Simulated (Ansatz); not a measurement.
In doubt: masses and optical values from hybrid runs of this build are listed as unsure, which bears on the screening that GW takes from such a start.

Rows from a G0W0 calculation on PtSe2 (1T monolayer) (Ansatz 0.2.0; G0W0 on HSE06, plane waves, PAW; PAW set soft_1; 6×6×1 mesh, 410 empty bands, screening to 66 eV, PAW set soft_1 files), in eV. Spin-orbit coupling is left out.

```csv
row,k,band,start,Σx,Σc at the solution,Vxc
A,"(0.000, 0.167, 0.000)",c2,-2.743,-16.143,-2.908,-19.700
B,Γ,v1,-6.176,-17.764,1.204,-16.540
C,"(0.000, 0.167, 0.000)",v2,-6.360,-16.529,1.360,-15.059
D,"(0.000, 0.167, 0.000)",v1,-6.349,-19.200,1.527,-17.705
E,Γ,c1,-2.413,-16.812,-2.882,-20.355
F,"(0.000, 0.167, 0.000)",c1,-3.885,-15.710,-2.503,-18.849
```

Give the quasiparticle energies and the shift of each level.

The quasiparticle equation reads E = start + Σx + Σc(E) − Vxc.

```csv
row,E (eV),shift (eV)
A,-2.093,+0.650
B,-6.197,−0.021
C,-6.471,−0.111
D,-6.316,+0.033
E,-1.751,+0.661
F,-3.250,+0.636
```

Limits: not at the basis limit; coarse mesh for a sheet; no spin polarisation; d states lean on the start; no spin-orbit coupling.

[Paths, hosts, dates, memory and timing lines, banners, echoed tables and standing remarks are left out of the program output.]

[Logs are printed without paths, hosts, clocks, repeated set-up lines and the standing remarks that a program may print on its own settings, such as how far it seeks lower states.]

[Runs of the session that timed out or met a known fault of the program may be left out.]

[Cells called generated may have been cut or substituted from an entry of the Crystallography Open Database or the Materials Project.]

[Hosts, paths, dates, database ids (printed as entryN), source tags and the programs' standing remarks are cut or masked in the printed files.]
